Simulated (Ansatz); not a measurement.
**bond stretched by 2.5 Å, between Li atomic chains under bias**

Aim: the current at finite bias, with the potential solved under it.

Program: Ansatz 0.2.0. Level of theory: DFT PBE, plane waves, PAW; current against voltage, self-consistent under bias. Results are calculated unless marked as measured.

## (1) The structure

The cell holds 28 atoms: 28 Li. Its edges and angles: a = 6.000 Å, b = 6.000 Å, c = 98.850 Å, α = 90.0°, β = 90.0°, γ = 90.0°. Electrodes: Li atomic chain; the apex atoms were set 5.550 Å apart. Regions: lower lead, 14 atoms (14 Li); upper lead, 14 atoms (14 Li). Vacuum lies along a, b and c.

## (2) The sweep under bias

Vacuum beyond both ends lets the two leads hold different Fermi levels, and the density is solved anew at each bias. Each lead has 14 atoms, since a wire screens slowly.

Contents of input.yaml:

```yaml
crystal:
  lattice:
    - [6.0, 0.0, 0.0]
    - [0.0, 6.0, 0.0]
    - [0.0, 0.0, 98.85]
  atoms:
    - { symbol: Li, position: [0.5, 0.5, 0.0] }
    - { symbol: Li, position: [0.5, 0.5, 0.030854831] }
    - { symbol: Li, position: [0.5, 0.5, 0.061709661] }
    - { symbol: Li, position: [0.5, 0.5, 0.092564492] }
    - { symbol: Li, position: [0.5, 0.5, 0.123419322] }
    - { symbol: Li, position: [0.5, 0.5, 0.154274153] }
    - { symbol: Li, position: [0.5, 0.5, 0.185128983] }
    - { symbol: Li, position: [0.5, 0.5, 0.215983814] }
    - { symbol: Li, position: [0.5, 0.5, 0.246838644] }
    - { symbol: Li, position: [0.5, 0.5, 0.277693475] }
    - { symbol: Li, position: [0.5, 0.5, 0.308548306] }
    - { symbol: Li, position: [0.5, 0.5, 0.339403136] }
    - { symbol: Li, position: [0.5, 0.5, 0.370257967] }
    - { symbol: Li, position: [0.5, 0.5, 0.401112797] }
    - { symbol: Li, position: [0.5, 0.5, 0.457258472] }
    - { symbol: Li, position: [0.5, 0.5, 0.488113303] }
    - { symbol: Li, position: [0.5, 0.5, 0.518968134] }
    - { symbol: Li, position: [0.5, 0.5, 0.549822964] }
    - { symbol: Li, position: [0.5, 0.5, 0.580677795] }
    - { symbol: Li, position: [0.5, 0.5, 0.611532625] }
    - { symbol: Li, position: [0.5, 0.5, 0.642387456] }
    - { symbol: Li, position: [0.5, 0.5, 0.673242286] }
    - { symbol: Li, position: [0.5, 0.5, 0.704097117] }
    - { symbol: Li, position: [0.5, 0.5, 0.734951947] }
    - { symbol: Li, position: [0.5, 0.5, 0.765806778] }
    - { symbol: Li, position: [0.5, 0.5, 0.796661608] }
    - { symbol: Li, position: [0.5, 0.5, 0.827516439] }
    - { symbol: Li, position: [0.5, 0.5, 0.85837127] }
kpoints:
  mp_grid: { grid: [1, 1, 1] }
scf:
  occupations: { method: fermi_dirac, width: 0.1 }
hamiltonian:
  xc: pbe
output:
  current_voltage:
    leads: [[7, 8], [19, 20]]
    bias: [0.3, 0.6, 1.0, 1.5]
    electrode_ends: [13, 14]
    kmesh: [1, 1]
  write_potential: true
  write_density: true
  volumetric_format: npy
basis:
  ecutwfc: "340 eV"
```

Launch:

```sh
$ ansatz run input.yaml --threads 8 --pin off --max-ram 16384MiB --backend cpu --events-out ev --progress --plain --runs-dir out
```

Q: Predict the conductance at zero bias.

The junction conducts 0.392 G₀ at zero bias and carries 24.5 μA at 1.50 V. At 1.50 V the current is 0.54 times what the zero-bias conductance would give; over all biases of the sweep that ratio lies between 0.54 and 0.90. Of the 1.50 V, 1.15 V drops at the junction and the rest at the reservoirs. By +1 V a band edge of a lead has entered the bias window, and at +1.5 V 34 % of the window has no channel on one side; narrow lead bands can shape the curve there.

```
conductance at zero bias : 0.392 G₀
current at +0.3 V        : 8.20 μA
current at +0.6 V        : 14.2 μA
current at +1 V          : 20.2 μA
current at +1.5 V        : 24.5 μA
```

The leads' misfit reaches 67 meV, above the few hundredths of an eV that the manual allows, so the currents are rough. A wire screens slowly, so the current depends on the leads' length and the box width; neither was converged here. Transport is coherent and elastic here: the atoms are frozen, so scattering by vibrations plays no part. A cutoff under the files' recommended one was taken to save time; its effect on T(E) was not tested here.

[Logs are printed without paths, hosts, clocks, repeated set-up lines and the standing remarks that a program may print on its own settings, such as how far it seeks lower states.]

[Hosts, paths, dates, database ids (printed as entryN), source tags and the programs' standing remarks are cut or masked in the printed files.]
